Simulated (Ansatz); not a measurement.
# G0W0 on several functionals: KMgF3 (Pm-3m)

One-shot GW is not self-consistent; how far does the start matter for KMgF3 (Pm-3m)?

Program: Ansatz 0.2.0. Level of theory: G0W0 on several functionals, plane waves, PAW. Results are calculated unless marked as measured.

In doubt: masses and optical values from hybrid runs of this build are listed as unsure (step 4), which bears on the screening that GW takes from such a start.

## 1. The structure

Symmetry: Pm-3m, No. 221, cubic system. Conventional cell: a = 3.986 Å, b = 3.986 Å, c = 3.986 Å, α = 90.00°, β = 90.00°, γ = 90.00°. Nearest to K lie 12 F at 2.82 Å. Nearest to Mg lie 6 F at 1.99 Å. F has 2 Mg at 1.99 Å and 4 K at 2.82 Å nearest. Farther neighbours and most contacts between anions are not listed.

The cell and positions come from the Crystallography Open Database and are kept as given unless a step says otherwise.

## 2. G0W0 on PBEsol

G0W0 replaces the xc potential by the self-energy, built once from these orbitals. Only a window of levels is corrected, while the sums run over the empty bands that the input names. This step takes PAW set soft_1 files.

This step: G0W0 on PBEsol, plane waves, PAW; PAW set soft_1.

Input file input.yaml:

```yaml
crystal:
  lattice:
    - [3.9859, 0.0, 0.0]
    - [0.0, 3.9859, 0.0]
    - [0.0, 0.0, 3.9859]
  atoms:
    - { symbol: K, position: [0.5, 0.5, 0.5] }
    - { symbol: Mg, position: [0.0, 0.0, 0.0] }
    - { symbol: F, position: [0.5, 0.0, 0.0] }
    - { symbol: F, position: [0.0, 0.5, 0.0] }
    - { symbol: F, position: [0.0, 0.0, 0.5] }
kpoints:
  mp_grid: { grid: [4, 4, 4] }
hamiltonian:
  xc: pbesol
  pseudopotentials: { kind: paw, azcp: { folder: soft_1 }, xc_functional: pbe }
scf:
  occupations: { method: fixed }
gw:
  n_empty_bands: 189
  ecut_chi: 120
  qp_bands: [v2, c2]
  qp_kpoints: band_edges
  screening: { model: contour_deformation }
```

Run with:

```console
> ansatz run input.yaml --threads 2 --pin off --max-ram 92160MiB --backend cuda --events-out ev --progress --plain --runs-dir out --devices 1 --max-vram 13GiB
```

Numbers of over 12 decimals in the logs are rounded to 6 here.

The program printed:

```text
GPUs: using 1 of 1 available (devices: 1).
Engine: ansatz 0.2.0, x86_64-unknown-linux-gnu
Pseudopotentials: kind: paw
Pseudopotential: K, paw, valence charge 9, recommended cutoff 420 eV (normal), soft_1/K.paw.azcp
Pseudopotential: Mg, paw, valence charge 10, recommended cutoff 420 eV (normal), soft_1/Mg.paw.azcp
Pseudopotential: F, paw, valence charge 7, recommended cutoff 420 eV (normal), soft_1/F.paw.azcp
Functional definition: PBEsol
  exchange = pbesol_x
  correlation = pbesol_c
device memory: the entry about to start is reckoned to put 0.6 GiB on a device that reports 63.9 GiB free (of which the cap on the GPU budget leaves the run 13.0 GiB)
GPU FFT provider: cuFFT
GPU libraries: cuBLAS 13.8.2, cuFFT 12.4.0, cuSOLVER 12.3.4
Crystal: 5 atoms, lattice volume = 63.326 Å³
Basis set: ecut = 420 eV, 1237 PW (Γ)
Bands: 25, of which v1, the nominal top of the filled ones, is band 20 counted from 1 (19 counted from 0)
Symmetry: 48 space group operations
Space group: Pm-3m (ITA 221), of the structure as read, at distance tolerance 4.0e-5 Å
k-points: 10 of 64
Non-local potential: K, projectors of the file, l = 0: 3, l = 1: 2, l = 2: 2
Non-local potential: Mg, projectors of the file, l = 0: 3, l = 1: 2, l = 2: 1
Non-local potential: F, projectors of the file, l = 0: 2, l = 1: 2, l = 2: 1
PAW form: soft (Blöchl's): semilocal exchange-correlation on the pseudo side does not see the compensation charge
PAW frozen core: K, regenerated for the run's functional, and the local potential with it (the file was generated under x = pbe(κ = 0.804, μ = 0.219515), c = pbe(β = 0.066725))
PAW frozen core: Mg, regenerated for the run's functional, and the local potential with it (the file was generated under x = pbe(κ = 0.804, μ = 0.219515), c = pbe(β = 0.066725))
PAW frozen core: F, regenerated for the run's functional, and the local potential with it (the file was generated under x = pbe(κ = 0.804, μ = 0.219515), c = pbe(β = 0.066725))
PAW one-centre angular grid: K, 110 points (default); XC on 64 Gauss nodes
PAW one-centre angular grid: Mg, 110 points (default); XC on 64 Gauss nodes
PAW one-centre angular grid: F, 110 points (default); XC on 64 Gauss nodes
Initial density: superposition of atomic densities (chi_scale 0.1, normalization cell, long waves kept (reshape's long-wave potential 0.00 eV rms))
Initial wavefunctions: pseudopotential atomic-orbital guess
GPU buffer pool allocated for 19683 grid points (all kernels)
GPU transforms: local potential and band sums: pruned to the plane-wave sphere, on 27×27×27
Functional: x = pbesol(κ = 0.804, μ = 0.123457), c = pbesol(β = 0.046)
SCF iter   1: F=—  HF=-5841.184760 eV  |F-HF|=—  |Δ(HF+E_count)|=         —  Δρ=1.50e-1  dr2=1.12e1  ethr=3.10e-3  ⟨swp⟩=4.0  Hψ=1100  notcnv=0  defer=14
preconditioner: auto → Resta (q_TF=auto, 2.527 Å⁻¹)  ε∞=3.7  [insulator: Δε(μ)=4.563 eV  Ē_g=15.681 eV  n_scr=18 (ndim 8)  ℏωp=25.6 eV  f_vac=0.000  ε∞_Penn≈3.7]
SCF iter   2: F=—  HF=-5837.826882 eV  |F-HF|=—  |Δ(HF+E_count)|=    3.36e0  Δρ=4.95e-2  dr2=1.22e0  ethr=3.10e-3  ⟨swp⟩=3.1  Hψ=593  notcnv=0  defer=22
SCF iter   3: F=—  HF=-5837.575609 eV  |F-HF|=—  |Δ(HF+E_count)|=   2.51e-1  Δρ=2.12e-2  dr2=3.36e-1  ethr=3.04e-3  ⟨swp⟩=3.0  Hψ=532  notcnv=0  defer=16
SCF iter   4: F=—  HF=-5837.496886 eV  |F-HF|=—  |Δ(HF+E_count)|=   7.87e-2  Δρ=5.02e-3  dr2=1.35e-2  ethr=8.41e-4  ⟨swp⟩=3.0  Hψ=455  notcnv=0  defer=26
SCF iter   5: F=—  HF=-5837.499472 eV  |F-HF|=—  |Δ(HF+E_count)|=   2.59e-3  Δρ=1.11e-3  dr2=4.30e-4  ethr=3.38e-5  ⟨swp⟩=2.3  Hψ=458  notcnv=0  defer=27
SCF iter   6: F=—  HF=-5837.499698 eV  |F-HF|=—  |Δ(HF+E_count)|=   2.26e-4  Δρ=2.48e-4  dr2=2.60e-5  ethr=1.08e-6  ⟨swp⟩=2.0  Hψ=559  notcnv=0  defer=25
SCF iter   7: F=—  HF=-5837.499729 eV  |F-HF|=—  |Δ(HF+E_count)|=   3.12e-5  Δρ=3.69e-5  dr2=4.63e-7  ethr=6.50e-8  ⟨swp⟩=2.0  Hψ=455  notcnv=0  defer=24
SCF iter   8: F=-5837.499730 eV  HF=-5837.499730 eV  |F-HF|=2.06e-8  |Δ(HF+E_count)|=   8.08e-7  Δρ=5.40e-6  dr2=1.84e-8  ethr=2.50e-10  ⟨swp⟩=8.9  Hψ=1086  notcnv=0
SCF 1 converged in 8 iterations: F = -5837.499730 eV  dr2 = 1.84e-8
  greatest PAW one-centre occupation: 1.000 electrons in one spin orbital (limit 2), on the Mg atom at site 1 (counted from 0), in its partial waves of l = 0
device memory: the entry about to start is reckoned to put 0.7 GiB on a device that reports 68.0 GiB free (of which the cap on the GPU budget leaves the run 13.0 GiB)
NSCF: frozen V_eff on 10 k-points, pencils in batches of 32, up to order 100
the band table was solved once the SCF had ended and its energy, with any forces and stress, was formed, with the checks that follow a solve (1062 applications of the Hamiltonian). They found nothing against the state; the energy, forces and stress were not computed again (output.eigenvalues in the input reference)
device memory: the entry about to start is reckoned to put 2.1 GiB on a device that reports 68.0 GiB free (of which the cap on the GPU budget leaves the run 13.0 GiB)
NSCF: frozen V_eff on 10 k-points
G₀W₀ screening: q 1/10
[... further progress lines ...]
SCF converged after 8 iterations
Free energy (F): -5837.499730 eV
Harris-Foulkes:  -5837.499730 eV  (|F-HF|=2.06e-8)
Internal energy: -5837.499730 eV  (E = F + TS)
E sigma→0 (E₀):  -5837.499730 eV
Fermi energy:    2.715981 eV
--- Per-component energies (eV) ---
  E_band       = -501.772173
  E_kinetic    = 922.377571
  E_local      = -3836.310252  (includes V_loc(G=0)·N_el)
  E_nonlocal   = 471.206023
  E_hartree    = 1363.451921
  E_xc         = -390.636357
  E_vxc        = -495.981706  (∫ρ·V_xc dr)
  E_paw        = -1646.247019  (= ΣΔE_a)
  E_vpaw       = -289.971462  (= ΣTr[D̂ρ^β])
  E_aug_tail   = 0.001862  (compensation charges beyond the density's cutoff)
  E_ewald      = -2721.637555
  E_core_change = 0.294076  (= ΣΔE_core)
  E_smearing   = -0.000000  (= −TS)
  E_closure    = 0.000000  (closes the sum)
  Σ components = -5837.499730   (vs F -5837.499730, Δ=0.00e0)
--- Band table (eV; the first three rows and the last of 10) ---
  k-point 0: bands = [... 16 lower, 2.0821, 2.3931, 2.3931, 2.3931, 9.8618, 12.6726, 12.6726, 14.8353, ... 1 higher]
  k-point 1: bands = [... 16 lower, 1.9654, 1.9654, 2.2859, 2.2859, 10.8860, 13.1771, 13.2338, 15.1068, ... 1 higher]
  k-point 2: bands = [... 16 lower, 1.8423, 1.8423, 2.1810, 2.1810, 12.6873, 13.0212, 13.7251, 15.4212, ... 1 higher]
  k-point 9: bands = [... 16 lower, 1.5994, 2.7160, 2.7160, 2.7160, 13.0378, 13.0378, 13.0378, 16.5354, ... 1 higher]
--- G₀W₀: contour deformation, 6 samples at zero and on the imaginary axis and 2 off it, 64 q-points, 189 empty bands' worth ---
  eigenvalues of the whole cell's RPA ε∞ on this k-mesh (on a slab, of 1 + 4πα/V) = 2.0419, 2.0419, 2.0419; static W/v taken at q = 0 is 0.489745
  bands read: the sum over 209 bands ends inside a degenerate multiplet in 2 slots, whose members it reads at an even weight; the widest, k=9: bands 208 to 210 (counted from 1) at 2/3 each
  gw.qp_kpoints: band_edges: 10 of 10 stored k-points solved, in 1 pass; an edge of the gap read off the rows below is read off those points alone
    ik  band        ε_KS         Σx   Σc(E_QP)       V_xc       Z   E_QP_lin       E_QP  E_QP is
     0    19      2.3931   -31.7385     5.3889   -23.8639  0.8107    -0.1467    -0.0927  root
     0    20      2.3931   -31.7385     5.3889   -23.8639  0.8107    -0.1467    -0.0927  root
     0    21      9.8618    -7.2725    -3.3386   -12.1640  0.8890    11.4246    11.4147  root
     0    22     12.6726    -4.9750    -3.5119   -10.5647  0.8893    14.7714    14.7504  root
     1    19      2.2859   -31.5472     5.4034   -23.6332  0.8102    -0.2807    -0.2247  root
     1    20      2.2859   -31.5472     5.4034   -23.6332  0.8102    -0.2807    -0.2247  root
     1    21     10.8860    -8.2462    -3.2750   -13.1940  0.8832    12.5710    12.5588  root
     1    22     13.1771    -5.8372    -3.5008   -11.5551  0.8845    15.4193    15.3942  root
     2    19      2.1810   -31.3422     5.4295   -23.3782  0.8095    -0.4119    -0.3536  root
     2    20      2.1810   -31.3422     5.4295   -23.3782  0.8095    -0.4119    -0.3536  root
     2    21     12.6873    -8.1407    -3.2955   -13.3650  0.8769    14.6346    14.6161  root
     2    22     13.0212    -8.7463    -3.5257   -14.2180  0.8766    14.9867    14.9671  root
     3    19      2.1269   -31.2351     5.4011   -23.2933  0.8098    -0.4724    -0.4138  root
     3    20      2.3998   -31.5836     5.4543   -23.6168  0.8093    -0.1694    -0.1127  root
     3    21     11.6896    -8.5452    -3.3141   -13.6361  0.8800    13.4809    13.4663  root
     3    22     13.5689    -6.3437    -3.5532   -12.1975  0.8815    15.8977    15.8695  root
     4    19      2.0548   -31.1308     5.4006   -23.1777  0.8096    -0.5575    -0.4978  root
     4    20      2.4363   -31.4798     5.4830   -23.4737  0.8087    -0.1445    -0.0867  root
     4    21     13.3104    -8.7313    -3.5457   -14.4087  0.8750    15.4664    15.4422  root
     4    22     13.3743    -8.2210    -3.3822   -13.6212  0.8746    15.4138    15.3922  root
     5    19      1.8102   -30.5027     5.3800   -22.5067  0.8089    -0.8713    -0.8058  root
     5    20      2.6950   -31.9243     5.5029   -23.9426  0.8089     0.1618     0.2161  root
     5    21     13.5343    -8.5123    -3.5853   -14.5507  0.8741    16.0203    15.9874  root
     5    22     14.2957    -8.2499    -3.5155   -14.2044  0.8706    16.7698    16.7346  root
[...]
8    19      2.3958   -31.3604     5.4658   -23.3682  0.8088    -0.1887    -0.1307  root
     8    20      2.7054   -31.9589     5.5071   -23.9744  0.8089     0.1738     0.2280  root
     8    21     13.2862    -7.2978    -3.6030   -13.2220  0.8801    15.6353    15.6073  root
     8    22     13.7113    -6.8263    -3.6469   -12.7417  0.8812    16.0069    15.9797  root
     9    19      2.7160   -31.9934     5.5115   -24.0056  0.8089     0.1855     0.2397  root
     9    20      2.7160   -31.9934     5.5115   -24.0056  0.8089     0.1855     0.2397  root
     9    21     13.0378    -6.2214    -3.6278   -12.0510  0.8854    15.2637    15.2396  root
     9    22     13.0378    -6.2214    -3.6278   -12.0510  0.8854    15.2637    15.2396  root
```

Run time: 8.7 s. Hardware: 1 × NVIDIA H100 80GB HBM3 (shared by 6 runs) with 2 threads of AMD EPYC 7R13 (Zen 3), shared host; peak memory 1.1 GiB; 6.8 s of CPU time.

This step gave:

| Item | Value |
| --- | --- |
| bands summed | 209 |
| RPA ε∞ on this mesh (eigenvalues) | 2.042, 2.042, 2.042 |
| plane waves in the screening matrix | 179 |
| q-points in the mesh | 64 |
| G0W0 gap on the mesh | 11.17 eV |
| k of the valence top | -0.5, -0.5, -0.5 |
| k of the conduction bottom | 0, 0, 0 |
| starting gap on the mesh | 7.146 eV |
| Z at the valence top | 0.8089 |
| Z at the conduction bottom | 0.8890 |
| least direct G0W0 gap on the computed points | 11.51 eV |

The gap on the mesh goes from 7.15 eV to 11.17 eV, a correction of +4.03 eV. Between the two edge states, bare exchange in place of the xc potential would open the gap by 12.88 eV, and correlation takes back 8.85 eV.

## 3. G0W0 on PBE

One-shot GW remembers its start. Another functional's orbitals and levels show by how much.

This step: G0W0 on PBE, plane waves, PAW; PAW set soft_1.

Edit input.yaml of step 2 so:

```diff
@@ -14,4 +14,4 @@
 hamiltonian:
-  xc: pbesol
-  pseudopotentials: { kind: paw, azcp: { folder: soft_1 }, xc_functional: pbe }
+  xc: pbe
+  pseudopotentials: { kind: paw, azcp: { folder: soft_1 } }
 scf:
```

The program printed:

```text
GPUs: using 1 of 1 available (devices: 1).
[...]
GPU FFT provider: cuFFT
GPU libraries: cuBLAS 13.8.2, cuFFT 12.4.0, cuSOLVER 12.3.4
Crystal: 5 atoms, lattice volume = 63.326 Å³
Basis set: ecut = 420 eV, 1237 PW (Γ)
Bands: 25, of which v1, the nominal top of the filled ones, is band 20 counted from 1 (19 counted from 0)
[... 1 set-up line as in the run before ...]
[...]
k-points: 10 of 64
[...]
GPU buffer pool allocated for 19683 grid points (all kernels)
[...]
SCF iter   1: F=—  HF=-5897.934082 eV  |F-HF|=—  |Δ(HF+E_count)|=         —  Δρ=1.38e-1  dr2=9.73e0  ethr=3.10e-3  ⟨swp⟩=4.0  Hψ=1100  notcnv=0  defer=14
[...]
SCF iter   8: F=-5894.704414 eV  HF=-5894.704414 eV  |F-HF|=2.02e-8  |Δ(HF+E_count)|=   8.34e-7  Δρ=4.99e-6  dr2=1.54e-8  ethr=2.50e-10  ⟨swp⟩=9.2  Hψ=1117  notcnv=0
SCF 1 converged in 8 iterations: F = -5894.704414 eV  dr2 = 1.54e-8
[...]
NSCF: frozen V_eff on 10 k-points, pencils in batches of 32, up to order 100
[...]
NSCF: frozen V_eff on 10 k-points
G₀W₀ screening: q 1/10
[... further progress lines ...]
SCF converged after 8 iterations
Free energy (F): -5894.704414 eV
[...]
Internal energy: -5894.704414 eV  (E = F + TS)
E sigma→0 (E₀):  -5894.704414 eV
Fermi energy:    2.822569 eV
[...]
--- Band table (eV; the first three rows and the last of 10) ---
  k-point 0: bands = [... 16 lower, 2.1982, 2.5020, 2.5020, 2.5020, 10.1564, 12.9138, 12.9138, 15.0379, ... 1 higher]
  k-point 1: bands = [... 16 lower, 2.0846, 2.0846, 2.3972, 2.3972, 11.1709, 13.4064, 13.4736, 15.2940, ... 1 higher]
  k-point 2: bands = [... 16 lower, 1.9636, 1.9636, 2.2949, 2.2949, 12.9551, 13.2981, 13.9407, 15.6006, ... 1 higher]
  k-point 9: bands = [... 16 lower, 1.7167, 2.8226, 2.8226, 2.8226, 13.2845, 13.2845, 13.2845, 16.7871, ... 1 higher]
[...]
0    19      2.5020   -31.8158     5.3429   -24.0067  0.8133    -0.0160     0.0358  root
     0    20      2.5020   -31.8158     5.3429   -24.0067  0.8133    -0.0160     0.0358  root
     0    21     10.1564    -7.2035    -3.2941   -11.8817  0.8910    11.5482    11.5406  root
     0    22     12.9138    -5.0359    -3.4613   -10.4619  0.8909    14.8965    14.8785  root
     1    19      2.3972   -31.6275     5.3575   -23.7754  0.8128    -0.1513    -0.0974  root
     1    20      2.3972   -31.6275     5.3575   -23.7754  0.8128    -0.1513    -0.0974  root
     1    21     11.1709    -8.1451    -3.2350   -12.9044  0.8854    12.7049    12.6952  root
     1    22     13.4064    -5.8786    -3.4533   -11.4573  0.8863    15.5540    15.5318  root
[...]
9    19      2.8226   -32.0704     5.4613   -24.1569  0.8115     0.3186     0.3703  root
     9    20      2.8226   -32.0704     5.4613   -24.1569  0.8115     0.3186     0.3703  root
     9    21     13.2845    -6.2326    -3.5757   -11.9028  0.8872    15.4001    15.3791  root
     9    22     13.2845    -6.2326    -3.5757   -11.9028  0.8872    15.4001    15.3791  root
```

Wall time 16 s (1 × NVIDIA H100 80GB HBM3 (shared by 6 runs) with 2 threads); peak memory 1.1 GiB; 8.5 s of CPU time.

This step gave:

```
bands summed                                 : 209
RPA ε∞ on this mesh (eigenvalues)            : 2.011, 2.011, 2.011
plane waves in the screening matrix          : 179
q-points in the mesh                         : 64
G0W0 gap on the mesh                         : 11.17 eV
k of the valence top                         : -0.5, -0.5, -0.5
k of the conduction bottom                   : 0, 0, 0
starting gap on the mesh                     : 7.334 eV
Z at the valence top                         : 0.8115
Z at the conduction bottom                   : 0.8910
least direct G0W0 gap on the computed points : 11.50 eV
```

Against the run with 4×4×4 mesh, 189 empty bands, screening to 120 eV, PAW set soft_1 files on PBEsol, the gap moves by −0.005 eV, while the start moved by +0.19 eV.

## 4. G0W0 on HSE06

This step: G0W0 on HSE06, plane waves, PAW; PAW set soft_1.

Edit input.yaml of step 3 so:

```diff
@@ -14,3 +14,3 @@
 hamiltonian:
-  xc: pbe
+  xc: hse06
   pseudopotentials: { kind: paw, azcp: { folder: soft_1 } }
```

The program printed:

```text
GPUs: using 1 of 1 available (devices: 1).
[...]
davidson cushion auto → on  (no smearing: the cushion is to keep the highest requested band from converging to the state above it; pin scf.eigensolver.cushion to override)
[...]
GPU FFT provider: cuFFT
GPU libraries: cuBLAS 13.8.2, cuFFT 12.4.0, cuSOLVER 12.3.4
Crystal: 5 atoms, lattice volume = 63.326 Å³
Basis set: ecut = 420 eV, 1237 PW (Γ)
[...]
1    21     11.7221    -7.5998    -3.0113   -11.9161  0.9053    13.0320    13.0271  root
     1    22     14.0575    -5.4571    -3.0976   -10.2342  0.9069    15.7460    15.7370  root
[...]
9    19      1.1116   -32.0769     4.7329   -25.9870  0.8415    -0.2558    -0.2455  root
     9    20      1.1116   -32.0769     4.7329   -25.9870  0.8415    -0.2558    -0.2455  root
     9    21     13.9864    -5.9384    -3.2255   -10.8397  0.9070    15.6711    15.6622  root
     9    22     13.9864    -5.9384    -3.2255   -10.8397  0.9070    15.6711    15.6622  root
[key lines of the parts left out:]
Free energy (F): -5895.551877 eV
Fermi energy:    1.111555 eV
```

Wall time 21 s (1 × NVIDIA H100 80GB HBM3 (shared by 6 runs) with 2 threads); peak memory 1.3 GiB; 22 s of CPU time.

This step gave:

| Property | Result |
| --- | --- |
| bands summed | 209 |
| RPA ε∞ on this mesh (eigenvalues) | 1.833, 1.833, 1.833 |
| plane waves in the screening matrix | 179 |
| G0W0 gap on the mesh | 12.12 eV |
| k of the valence top | -0.5, -0.5, -0.5 |
| k of the conduction bottom | 0, 0, 0 |
| starting gap on the mesh | 9.575 eV |
| least direct G0W0 gap on the computed points | 12.45 eV |

Against the run with 4×4×4 mesh, 189 empty bands, screening to 120 eV, PAW set soft_1 files on PBE, the gap moves by +0.95 eV, while the start moved by +2.24 eV.

## 5. The starts together

All on the 4×4×4 mesh with 189 empty bands and screening to 120 eV. Times are wall times on 1 × NVIDIA H100 80GB HBM3 (shared by 6 runs) with 2 threads of AMD EPYC 7R13 (Zen 3), shared host, good to a factor of about two.

```tsv
start	starting gap (eV)	shift (eV)	G0W0 gap (eV)	RPA ε∞ (harmonic mean)	Z (valence, conduction)	time
PBEsol	7.15	+4.03	11.17	2.04	0.81, 0.89	8.7 s
PBE	7.33	+3.84	11.17	2.01	0.81, 0.89	16 s
HSE06	9.58	+2.55	12.12	1.83	0.84, 0.91	21 s
```

The parts of the quasiparticle energy at the two band edges (eV; QP = start + Σx + Σc − Vxc):

```tsv
run	edge	start	Σx	Σc	Vxc	Z	QP
PBEsol	valence top	2.72	-31.99	5.51	-24.01	0.81	0.24
PBEsol	conduction bottom	9.86	-7.27	-3.34	-12.16	0.89	11.41
PBE	valence top	2.82	-32.07	5.46	-24.16	0.81	0.37
PBE	conduction bottom	10.16	-7.20	-3.29	-11.88	0.89	11.54
HSE06	valence top	1.11	-32.08	4.73	-25.99	0.84	-0.25
HSE06	conduction bottom	10.69	-6.83	-3.06	-11.08	0.91	11.88
```

For a hybrid start, Vxc holds its share of exact exchange.

## 6. Outcome

```yaml
g0w0_pbesol: 11.17 eV (start 7.15 eV)
g0w0_pbe: 11.17 eV (start 7.33 eV)
g0w0_hse06: 12.12 eV (start 9.58 eV)
known_limits: not at the basis limit; coarse k mesh
```

What this shows: The starting gaps span 2.43 eV and the G0W0 gaps 0.95 eV. Between PBEsol and HSE06, 0.95 eV of the 2.43 eV survives, 39 %. HSE06 screens less than PBEsol (ε∞ 1.83 against 2.04). Of the 0.95 eV by which its G0W0 gap is higher, the correlation part gives +1.06 eV, and exchange with the one-particle terms, which follow the orbitals, −0.12 eV. The smallest correction, +2.55 eV, is on HSE06, the start nearest to reproducing itself. Bands and cutoff are finite, so the gap is not at the basis limit. The miss can reach some tenths of an eV and take either sign; the mesh is an error of its own. The 4×4×4 mesh is coarse for this cell (its supercell is 16 Å along the shortest edge). The RPA ε∞ on it, from the PBEsol start, is 2.04; such meshes misread the long-range screening, most where the gap is narrow. This is the ideal cubic cell; many perovskites, halides above all, are cubic only on average, and local tilts or off-centring can widen the gap.

[Paths, hosts, dates, memory and timing lines, banners, echoed tables and standing remarks are left out of the program output.]

[Logs are printed without paths, hosts, clocks, repeated set-up lines and the standing remarks that a program may print on its own settings, such as how far it seeks lower states.]

[Runs of the session that timed out or met a known fault of the program may be left out.]

[Cells called generated may have been cut or substituted from an entry of the Crystallography Open Database or the Materials Project.]

[Hosts, paths, dates, database ids (printed as entryN), source tags and the programs' standing remarks are cut or masked in the printed files.]
